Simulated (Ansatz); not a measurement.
# Is the response still linear at 0.4 V/Å? W(110), 6 layers

The dipole of a slab grows in proportion to a weak field along its normal. Does the weak-field slope carry to a strong field?

How it was computed: Ansatz 0.2.0, plane waves with PAW datasets (its set soft_2), PBE; atoms held at bulk places, 18 Å of vacuum, dipole correction, cell area 7.06 Å², 20×20 k-points, smearing 0.1 eV. Without field the slab has no gap over 0.05 eV.

```tsv
run	field (V/Å)	dipole (e·Å)
run 1	−0.10	−0.05908
run 2	−0.05	−0.02954
run 3	0.00	0.00000
run 4	0.05	0.02954
run 5	0.10	0.05908
run 6	0.40	?
```

Q: Estimate the withheld value from the rows shown.

A least-squares line through the 5 rows shown has slope 0.590800 and intercept 0.000000; no row lies more than 0.00001 e·Å off it. A perfect conductor with that slope would be 180.95 × 0.59080 / 7.06 = 15.14 Å thick. At 0.40 it gives 0.590800 × 0.40 + 0.000000 = 0.23632 e·Å, beyond the rows fitted. Rounding and scatter of the rows alone allow about ±0.00002 e·Å there.

The run itself gives 0.23646 e·Å: a miss of +0.00014 e·Å. That is under 1 % of the induced dipole, so the response is still linear.

**Limits.** Ions are held, so this is the electronic response. Of the series that stay linear within 1 %, this collection keeps about one in seven, and it keeps all that bend. Spin-orbit coupling is left out, which changes the bands of elements this heavy.

[Logs are printed without paths, hosts, clocks, repeated set-up lines and the standing remarks that a program may print on its own settings, such as how far it seeks lower states.]
